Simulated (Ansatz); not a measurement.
# La on Ti(0001): change of the work function, part 3 of 3

Aim: the work function of Ti(0001) at several coverages of La (fcc site), and the dipole that each adsorbate carries.

Ansatz 0.2.0; plane-wave DFT, PBE, Ansatz PAW.

So far, work function, upper face (eV): step 2 (the clean slab) 4.37; step 3 (37 atoms, coverage 0.111 ML, cell 3x3) 2.93.

**4. The covered slab, k-mesh 6×6×1, coverage 0.25 ML**

System of this step: La/Ti(0001). The cell holds 17 atoms: 16 Ti and 1 La. Cell: a = 5.900 Å, b = 5.900 Å, c = 28.296 Å, α = 90.0°, β = 90.0°, γ = 60.0°. Vacuum lies along c.

Another coverage, to see how the dipoles act on each other as their distance changes.

Input file input.yaml:

```yaml
crystal:
  lattice:
    - [5.9, 0.0, 0.0]
    - [2.95, 5.1095498824, 0.0]
    - [0.0, 0.0, 28.2959375765]
  atoms:
    - { symbol: Ti, position: [0.3333333333, 0.3333333333, 0.3180668594] }
    - { symbol: Ti, position: [0.0, 0.0, 0.4008455266] }
    - { symbol: Ti, position: [0.3333333333, 0.3333333333, 0.4860275004] }
    - { symbol: Ti, position: [0.0, 0.0, 0.5626701231] }
    - { symbol: Ti, position: [0.3333333333, 0.8333333333, 0.3180668594] }
    - { symbol: Ti, position: [0.0, 0.5, 0.4008455266] }
    - { symbol: Ti, position: [0.3333333333, 0.8333333333, 0.4860275004] }
    - { symbol: Ti, position: [0.0, 0.5, 0.5626701231] }
    - { symbol: Ti, position: [0.8333333333, 0.3333333333, 0.3180668594] }
    - { symbol: Ti, position: [0.5, 0.0, 0.4008455266] }
    - { symbol: Ti, position: [0.8333333333, 0.3333333333, 0.4860275004] }
    - { symbol: Ti, position: [0.5, 0.0, 0.5626701231] }
    - { symbol: Ti, position: [0.8333333333, 0.8333333333, 0.3180668594] }
    - { symbol: Ti, position: [0.5, 0.5, 0.4008455266] }
    - { symbol: Ti, position: [0.8333333333, 0.8333333333, 0.4860275004] }
    - { symbol: Ti, position: [0.5, 0.5, 0.5626701231] }
    - { symbol: La, position: [0.1666666667, 0.1666666667, 0.6819331406] }
kpoints:
  mp_grid: { grid: [6, 6, 1] }
hamiltonian:
  xc: pbe
scf:
  occupations: { method: fermi_dirac, width: 0.1 }
  convergence: { dr2_threshold: 1.0e-08 }
efield:
  axis: 3
  dipole_correction: true
  ramp_position: 0.97
  ramp_width: 0.06
relax:
  f_tol: 0.02
  max_steps: 60
  constraints: [{ sites: [0, 1, 4, 5, 8, 9, 12, 13] }]
output:
  dos: { projected: true, e_range: [-8, 4] }
  write_potential: true
  write_density: true
  volumetric_format: npy
  elf: true
```

The run is started by

```sh
ansatz run input.yaml --threads 4 --pin off --max-ram 16384MiB --backend cpu --events-out ev --progress --plain --runs-dir out
```

Numbers of over 12 decimals in the logs are rounded to 6 here.

The log of the run:

```text
La: projections on atomic orbitals take those of the free atom [Kr 4d10] 4f0 5s2 5p6 5d1 6s2, of charge +0.00 (hamiltonian.pseudopotentials.projection_atoms); the dataset's partial waves leave at most 1.9e-5 of an orbital's norm unspanned inside its sphere
[...]
Crystal: 17 atoms, lattice volume = 853.019 Å³
Basis set: ecut = 420 eV, 16583 PW (Γ), exchange–correlation on 80×80×384 points (8 copies of the dense FFT grid, shifted against one another)
Bands: 122, of which v1, the nominal top of the filled ones, is band 102 counted from 1 (101 counted from 0)
Symmetry: 6 space group operations
[...]
k-points: 7 of 36 (time reversal used)
[...]
SCF iter   1: F=—  HF=-46237.027465 eV  |F-HF|=—  |Δ(HF+E_count)|=         —  Δρ=9.72e-3  dr2=2.07e1  ethr=1.77e-3  p=0.288 e·Å  D=6.11e-2 V/Å  ΔV_dip=-1.73 eV  dr2_dipole=1.41e1  V_vac-E_F(+/−)=2.42/4.15 eV  ⟨swp⟩=10.3  Hψ=9571  notcnv=0
[...]
SCF iter  12: F=-46236.903774 eV  HF=-46236.903774 eV  |F-HF|=5.02e-9  |Δ(HF+E_count)|=   2.47e-8  Δρ=6.93e-7  dr2=8.75e-9  ethr=4.93e-12  p=0.305 e·Å  D=6.46e-2 V/Å  ΔV_dip=-1.83 eV  dr2_dipole=5.62e-12  V_vac-E_F(+/−)=2.59/4.41 eV  ⟨swp⟩=10.9  Hψ=6813  notcnv=0
SCF 1 converged in 12 iterations: F = -46236.903774 eV  dr2 = 8.75e-9
[...]
relax step   1: F+E_penalty+E_count = -46236.90377416 eV  Δ(F+E_penalty+E_count) = +0.000e0 eV  max|allowed force component| = 1.870e0 eV/Å  Δτ_max = 0.0000 Å  (12 SCF iters, accepted)
Bands: 142, of which v1, the nominal top of the filled ones, is band 102 counted from 1 (101 counted from 0)
[...]
SCF iter  11: F=-46237.399664 eV  HF=-46237.399664 eV  |F-HF|=3.03e-9  |Δ(HF+E_count)|=   8.83e-9  Δρ=4.86e-7  dr2=6.63e-9  ethr=1.00e-12  p=0.325 e·Å  D=6.90e-2 V/Å  ΔV_dip=-1.95 eV  dr2_dipole=1.86e-9  V_vac-E_F(+/−)=2.46/4.41 eV  ⟨swp⟩=11.4  Hψ=6410  notcnv=0
SCF 2 converged in 11 iterations: F = -46237.399664 eV  dr2 = 6.63e-9
[...]
relax step   2: F+E_penalty+E_count = -46237.39966391 eV  Δ(F+E_penalty+E_count) = -4.959e-1 eV  max|allowed force component| = 1.869e0 eV/Å  Δτ_max = 0.1949 Å  (11 SCF iters, accepted)
[...]
SCF iter  11: F=-46237.788691 eV  HF=-46237.788691 eV  |F-HF|=6.77e-10  |Δ(HF+E_count)|=   5.70e-9  Δρ=2.70e-7  dr2=2.57e-9  ethr=4.93e-12  p=0.335 e·Å  D=7.11e-2 V/Å  ΔV_dip=-2.01 eV  dr2_dipole=7.58e-10  V_vac-E_F(+/−)=2.40/4.41 eV  ⟨swp⟩=10.1  Hψ=6230  notcnv=0
SCF 3 converged in 11 iterations: F = -46237.788691 eV  dr2 = 2.57e-9
relax step   3: F+E_penalty+E_count = -46237.78869134 eV  Δ(F+E_penalty+E_count) = -3.890e-1 eV  max|allowed force component| = 1.543e0 eV/Å  Δτ_max = 0.1901 Å  (11 SCF iters, accepted)
[...]
relax step   4: F+E_penalty+E_count = -46238.06563751 eV  Δ(F+E_penalty+E_count) = -2.769e-1 eV  max|allowed force component| = 8.517e-1 eV/Å  Δτ_max = 0.1968 Å  (9 SCF iters, accepted)
[...]
relax step   5: F+E_penalty+E_count = -46238.16089785 eV  Δ(F+E_penalty+E_count) = -9.526e-2 eV  max|allowed force component| = 3.392e-1 eV/Å  Δτ_max = 0.2000 Å  (10 SCF iters, accepted)
[...]
relax step   6: F+E_penalty+E_count = -46238.17637668 eV  Δ(F+E_penalty+E_count) = -1.548e-2 eV  max|allowed force component| = 2.265e-1 eV/Å  Δτ_max = 0.0742 Å  (9 SCF iters, accepted)
[...]
relax step   7: F+E_penalty+E_count = -46238.17982728 eV  Δ(F+E_penalty+E_count) = -3.451e-3 eV  max|allowed force component| = 1.501e-1 eV/Å  Δτ_max = 0.0343 Å  (9 SCF iters, accepted)
[...]
SCF iter   8: F=-46238.182296 eV  HF=-46238.182296 eV  |F-HF|=6.60e-9  |Δ(HF+E_count)|=   3.12e-8  Δρ=5.52e-7  dr2=5.56e-9  ethr=4.93e-12  p=0.316 e·Å  D=6.70e-2 V/Å  ΔV_dip=-1.90 eV  dr2_dipole=3.84e-12  V_vac-E_F(+/−)=2.52/4.41 eV  ⟨swp⟩=8.0  Hψ=6645  notcnv=0
SCF 8 converged in 8 iterations: F = -46238.182296 eV  dr2 = 5.56e-9
relax step   8: F+E_penalty+E_count = -46238.18229554 eV  Δ(F+E_penalty+E_count) = -2.468e-3 eV  max|allowed force component| = 1.798e-2 eV/Å  Δτ_max = 0.0234 Å  (8 SCF iters, accepted)
[...]
SCF converged after 8 iterations
Free energy (F): -46238.182296 eV
[...]
Internal energy: -46237.243912 eV  (E = F + TS)
E sigma→0 (E₀):  -46237.713104 eV
Entropy (-TS):   -0.938384 eV (-55.199 meV/atom)
Fermi energy:    2.790109 eV
Dipole field:    D = 0.067040 V/Å  (p = 0.316030 e·Å, saw-weighted, corrected)
Work function:   Φ+ = 2.5168 eV   Φ− = 4.4138 eV
[...]
--- Forces (eV/Å), atoms counted from 1 ---
  atom   1  Ti    -0.01465230    -0.00845951     0.58485665
  atom   2  Ti    -0.02575501    -0.01486966    -0.59116173
  atom   3  Ti     0.00234595     0.00135444    -0.01798105
  atom   4  Ti     0.00770855     0.00445054    -0.01549631
  atom   5  Ti     0.00000000     0.01691902     0.58485665
  atom   6  Ti    -0.00000000     0.02973932    -0.59116173
  atom   7  Ti    -0.00000000    -0.00270887    -0.01798105
  atom   8  Ti    -0.00000000    -0.00890107    -0.01549631
  atom   9  Ti     0.01465230    -0.00845951     0.58485665
  atom  10  Ti     0.02575501    -0.01486966    -0.59116173
  atom  11  Ti    -0.00234595     0.00135444    -0.01798105
  atom  12  Ti    -0.00770855     0.00445054    -0.01549631
  atom  13  Ti     0.00000000     0.00000000     0.60845317
  atom  14  Ti    -0.00000000    -0.00000000    -0.50664763
  atom  15  Ti     0.00000000     0.00000000    -0.00743635
  atom  16  Ti     0.00000000    -0.00000000     0.01234083
  atom  17  La     0.00000000     0.00000000     0.01259715
  max |Σ_I F_I| component: 4.01e-5 eV/Å
--- Band table (eV; the first three rows and the last of 7) ---
  k-point 0: bands = [... 98 lower, 3.0709, 3.0709, 3.1003, 3.1289, 3.2373, 3.3066, 3.3066, 3.5048, ... 36 higher]
  k-point 1: bands = [... 98 lower, 2.9307, 2.9944, 2.9980, 3.0234, 3.1549, 3.1681, 3.1743, 3.3481, ... 36 higher]
  k-point 2: bands = [... 98 lower, 2.6074, 2.7754, 2.7997, 2.8363, 2.9094, 2.9634, 2.9861, 3.0711, ... 36 higher]
  k-point 6: bands = [... 98 lower, 2.4003, 2.4130, 2.4479, 2.4890, 2.6759, 2.7025, 2.7188, 2.8603, ... 36 higher]
--- Relaxed structure (8 steps of the walk, 8 accepted, 0 SCFs on fresh bases) ---
  F+E_penalty+E_count = -46238.18229554 eV   max|allowed force component| = 1.798e-2 eV/Å
  atoms:
    - { symbol: Ti, position: [0.333333, 0.333333, 0.3180668594] }
    - { symbol: Ti, position: [2.6667121670171395e-17, 2.6667121670171398e-17, 0.4008455266] }
    - { symbol: Ti, position: [0.338120, 0.338120, 0.485673] }
    - { symbol: Ti, position: [0.00670779, 0.00670779, 0.562436] }
    - { symbol: Ti, position: [0.333333, 0.833333, 0.3180668594] }
    - { symbol: Ti, position: [8.326672684688674e-17, 0.500000, 0.4008455266] }
    - { symbol: Ti, position: [0.338120, 0.823760, 0.485673] }
    - { symbol: Ti, position: [0.00670779, 0.486584, 0.562436] }
    - { symbol: Ti, position: [0.833333, 0.333333, 0.3180668594] }
    - { symbol: Ti, position: [0.5, 2.6667121670171398e-17, 0.4008455266] }
    - { symbol: Ti, position: [0.823760, 0.338120, 0.485673] }
    - { symbol: Ti, position: [0.486584, 0.00670779, 0.562436] }
    - { symbol: Ti, position: [0.833333, 0.833333, 0.3180668594] }
    - { symbol: Ti, position: [0.500000, 0.500000, 0.4008455266] }
    - { symbol: Ti, position: [0.833333, 0.833333, 0.485344] }
    - { symbol: Ti, position: [0.500000, 0.500000, 0.570417] }
    - { symbol: La, position: [0.166667, 0.166667, 0.652676] }
```

Elapsed: 4.1 min, on 4 threads of Arm Neoverse V1, shared host; peak memory 2.9 GiB.

Relaxation path:

```csv
step,energy less that of the first step (eV),largest force component (eV/Å)
1,0.0000,1.8696
2,-0.4959,1.8687
3,-0.8849,1.5428
4,-1.1619,0.8517
5,-1.2571,0.3392
6,-1.2726,0.2265
7,-1.2761,0.1501
8,-1.2785,0.0180
```

Forces are held to the 6 operations that the run works with; a distortion that breaks them can't arise in this run.

The atoms that moved most (Å):

```csv
atom,dx,dy,dz,length
La17,0.000,0.000,-0.828,0.828
Ti16,0.000,0.000,0.219,0.219
Ti4,0.059,0.034,-0.007,0.069
Ti12,-0.059,0.034,-0.007,0.069
Ti8,0.000,-0.069,-0.007,0.069
Ti7,0.000,-0.049,-0.010,0.050
Ti3,0.042,0.024,-0.010,0.050
Ti11,-0.042,0.024,-0.010,0.050
```

Final coordinates:

```xyz
17
Lattice="5.9000 0.0000 0.0000 2.9500 5.1095 0.0000 0.0000 0.0000 28.2959" Properties=species:S:1:pos:R:3
Ti    2.9500    1.7032    9.0000
Ti    0.0000    0.0000   11.3423
Ti    2.9924    1.7276   13.7426
Ti    0.0594    0.0343   15.9147
Ti    4.4250    4.2580    9.0000
Ti    1.4750    2.5548   11.3423
Ti    4.4250    4.2090   13.7426
Ti    1.4750    2.4862   15.9147
Ti    5.9000    1.7032    9.0000
Ti    2.9500    0.0000   11.3423
Ti    5.8576    1.7276   13.7426
Ti    2.8906    0.0343   15.9147
Ti    7.3750    4.2580    9.0000
Ti    4.4250    2.5548   11.3423
Ti    7.3750    4.2580   13.7333
Ti    4.4250    2.5548   16.1405
La    1.4750    0.8516   18.4681
```

This step gave:

```yaml
energy_at_zero_smearing: -46237.7131 eV
work_function_upper_face: 2.517 eV
work_function_lower_face: 4.414 eV
dipole_along_the_normal: 0.3160 e·Å
step_between_the_vacuum_levels: -1.897 eV
```

Running mean over 2.342 Å of the planar mean; the ramp of the sawtooth is left out. The electron's electrostatic potential energy less the Fermi level by z:

```csv
z (Å),electron's electrostatic potential energy less the Fermi level (eV)
3.5,4.41
4.0,4.41
4.5,4.41
5.0,4.39
5.5,4.35
6.0,4.23
6.5,3.88
7.0,2.88
7.5,0.382
8.0,-3.13
8.5,-5.87
9.0,-6.74
9.5,-6.70
10.0,-6.59
10.5,-6.56
11.0,-6.58
11.5,-6.57
12.0,-6.42
12.5,-6.31
13.0,-6.38
13.5,-6.59
14.0,-6.84
14.5,-7.21
15.0,-7.26
15.5,-6.95
16.0,-6.59
16.5,-5.86
17.0,-4.18
17.5,-2.33
18.0,-1.56
18.5,-1.59
19.0,-1.35
19.5,-0.420
20.0,0.778
20.5,1.76
21.0,2.19
21.5,2.38
22.0,2.46
22.5,2.49
23.0,2.51
23.5,2.51
24.0,2.52
24.5,2.52
25.0,2.52
```

The density of states has structure finer than the step of the table below, so its rows give means over 0.25 eV, whole bins alone (the curve runs from -8 to 1.56 eV). Peaks (eV: height): -1.050: 63.2, -0.780: 83.3, 0.720: 63.9, 1.050: 116, 1.140: 125, 1.320: 64.9, 1.410: 73.5.

Table of density of states by energy, zero at the Fermi level; means over each step:

```csv
energy (eV),density of states (states/eV a cell)
-6.00,0
-5.75,0.181
-5.50,1.09
-5.25,1.17
-5.00,1.16
-4.75,1.64
-4.50,3.00
-4.25,2.37
-4.00,2.55
-3.75,3.82
-3.50,3.73
-3.25,3.63
-3.00,5.96
-2.75,9.00
-2.50,8.09
-2.25,16.6
-2.00,18.9
-1.75,21.1
-1.50,17.2
-1.25,21.9
-1.00,32.2
-0.75,37.9
-0.50,17.6
-0.25,25.8
0.00,26.4
0.25,37.0
0.50,30.8
0.75,45.7
1.00,65.4
1.25,75.5
```

Projected DOS per atom over height of the atomic layer and energy from the Fermi level. Layers: Ti4 Ti4 Ti4 Ti4 La from below.

Ten even steps from '0' (0.0 states/eV) to '9' (21.6 states/eV), each cell a mean:
```
00006
01119
10001
10000
00001
00001
00000
00000
00000
00000
00000
00000
00000
00000
00000
00000
00000
00000
00000
00000
00000
00000
```
Columns: height of the atomic layer (Å) from 9 to 18.5 (not evenly spaced); rows upwards: energy from the Fermi level (eV) from -7.96 to 1.54.

Valence density in the ca plane at fractional y = 0.000, with atoms of Ti within 0.2 Å of it. It is the smooth field of the valence electrons, not physical close to the nuclei.

Ten steps, logarithmic in the rise over the least value, from '0' (0.00 × 1e0 e/Å³) to '9' (9.68 × 1e0 e/Å³), each cell a mean:
```
22236998522222224799731100000000000000000000
22224675322222222466421000000000000000000000
32222332222233222232211000000000000000000000
42222222222344322222111000000000000000000000
32222222222333222222111000000000000000000000
22223554222222222344311000000000000000000000
22235887422222223688621100000000000000000000
22237998522222224899731110000000000000000000
22236998522222224899731111110000000000000000
22224675322222223577522223321000000000000000
32222332222233222343322244432100000000000000
42222222222233222222222345542100000000000000
32222222222233222233222345542100000000000000
22223554222222222465422234432100000000000000
22235887422222224798631122211000000000000000
22237998522222224899841111100000000000000000
```
Columns run along c (16.0 Å, from fractional 0.33 to 0.89 of the cell), rows up along a (5.9 Å). Atoms in or near the plane, at fractional coordinates: Ti at (0.40, 0.00), Ti at (0.56, 0.01), Ti at (0.40, 0.50), Ti at (0.56, 0.49).

Electrostatic potential energy in the ca plane at fractional y = 0.000, with atoms of Ti within 0.2 Å of it. With pseudopotentials it is smooth inside the atoms' cores, unlike the true potential.

Values in eV, 9 rows by 16 columns, each cell a mean:
```
  3 -14 -29  -2   2   1 -24 -18   4   5   5   6   6   6   6   6
 -3   0  -4   2  -7   0  -2   0   6   6   6   6   6   6   6   6
 -5   2  -1   2  -9  -1   1   2   6   6   6   6   6   6   6   6
  2 -11 -26  -1   1   1 -20 -14   5   5   5   6   6   6   6   6
  4 -18 -33  -3   4   1 -31 -24   2   1   3   5   6   6   6   6
  0  -6 -18   1   0   1 -17 -11  -2 -10  -1   4   6   6   6   6
 -6   3   1   3  -8  -1   1   2  -5 -26  -4   4   6   6   6   6
 -1  -3 -12   2  -2   1 -12  -7  -3 -14  -2   4   6   6   6   6
  3 -17 -32  -3   4   1 -30 -23   1   0   3   5   6   6   6   6
```
Columns run along c (16.0 Å, from fractional 0.33 to 0.89 of the cell; values clipped at the 3rd and 97th percentile), rows up along a (5.9 Å). Atoms in or near the plane, at fractional coordinates: Ti at (0.40, 0.00), Ti at (0.56, 0.01), Ti at (0.40, 0.50), Ti at (0.56, 0.49).

ELF in the ca plane at fractional y = 0.000, with atoms of Ti within 0.2 Å of it. It is the smooth field of the valence electrons, not physical close to the nuclei.

Values, 9 rows by 16 columns, each cell a mean:
```
0.46 0.33 0.48 0.28 0.43 0.40 0.43 0.36 0.21 0.16 0.10 0.09 0.05 0.01 0.00 0.00
0.19 0.28 0.21 0.28 0.17 0.21 0.24 0.21 0.42 0.35 0.16 0.06 0.02 0.00 0.00 0.00
0.18 0.33 0.20 0.30 0.19 0.21 0.27 0.24 0.45 0.37 0.17 0.06 0.02 0.00 0.00 0.00
0.39 0.29 0.47 0.26 0.33 0.35 0.40 0.31 0.24 0.19 0.11 0.09 0.04 0.01 0.00 0.00
0.60 0.39 0.38 0.33 0.64 0.48 0.38 0.40 0.11 0.14 0.10 0.15 0.12 0.03 0.00 0.00
0.28 0.24 0.36 0.26 0.22 0.28 0.35 0.29 0.23 0.62 0.29 0.22 0.24 0.08 0.01 0.00
0.18 0.38 0.24 0.34 0.16 0.23 0.28 0.37 0.47 0.82 0.47 0.26 0.31 0.11 0.01 0.00
0.23 0.24 0.28 0.27 0.17 0.25 0.29 0.27 0.29 0.71 0.35 0.23 0.26 0.09 0.01 0.00
0.56 0.38 0.41 0.32 0.59 0.46 0.39 0.40 0.11 0.20 0.12 0.16 0.14 0.04 0.01 0.00
```
Columns run along c (16.0 Å, from fractional 0.33 to 0.89 of the cell), rows up along a (5.9 Å). Atoms in or near the plane, at fractional coordinates: Ti at (0.40, 0.00), Ti at (0.56, 0.01), Ti at (0.40, 0.50), Ti at (0.56, 0.49).

The relaxation took 8 steps and lowered the energy by 1.3 eV; the largest force on the free atoms ends at 0.018 eV/Å.

By hand: a sheet of dipoles makes a step −p/(ε₀A) in the electron's potential. With e/ε₀ = 180.95 V·Å, p = 0.3160 e·Å and A = 30.15 Å², that is −180.95 × (0.3160) / 30.15 = -1.897 eV, and the two vacuum levels of the run differ by -1.897 eV.

The covered face has 2.52 eV, -1.86 eV against the clean one; the bare back face has moved by -0.01 eV, a measure of how thin the slab is.

**5. Work function against coverage**

This step: plane-wave DFT, PBE, Ansatz PAW; work function against coverage (Ansatz 0.2.0).

The runs are now put side by side.

This step gave:

| Item | Value |
| --- | --- |
| work function of the clean face | 4.373 eV |
| largest change of the work function | -1.856 eV |

Work function of the covered face against coverage:

```csv
coverage (adsorbates/nm²),work function of the covered face (eV)
0.00,4.37
1.47,2.93
3.32,2.52
```

The dipole per adsorbate comes from the change of the cell's dipole. Coverage, by row:

```csv
coverage (1/nm²),coverage (ML),work function (eV),change (eV),"dipole per adsorbate, positive end outwards (debye)",mean height of the added atoms over the highest substrate atom (Å)
1.474,0.1111,2.934,-1.439,2.58,2.327
3.317,0.25,2.517,-1.856,1.478,2.328
```

**6. What came out**

```
work function of the clean face                        : 4.37 eV
work function at 0.11 ML                               : 2.93 eV
work function at 0.25 ML                               : 2.52 eV
dipole per adsorbate at 0.11 ML, positive end outwards : 2.58 D
```

What this shows: La lowers the work function of Ti(0001) at the lowest coverage, by 1.44 eV: the adsorbate layer has its positive end outwards. The slab has 4 layers, at the tabulated experimental lattice constant, one starting site was run, and quantum-size effects of a slab this thin can reach one or two tenths of an eV. The main runs have no spin polarisation; a magnetic state could lie lower and would change these results.

[Logs are printed without paths, hosts, clocks, repeated set-up lines and the standing remarks that a program may print on its own settings, such as how far it seeks lower states.]

[Hosts, paths, dates, database ids (printed as entryN), source tags and the programs' standing remarks are cut or masked in the printed files.]

[Maps of the electrostatic potential energy from Ansatz leave out the sawtooth potential of an applied field or a dipole correction, so their vacuum need not be flat; planar profiles and work functions include it.]
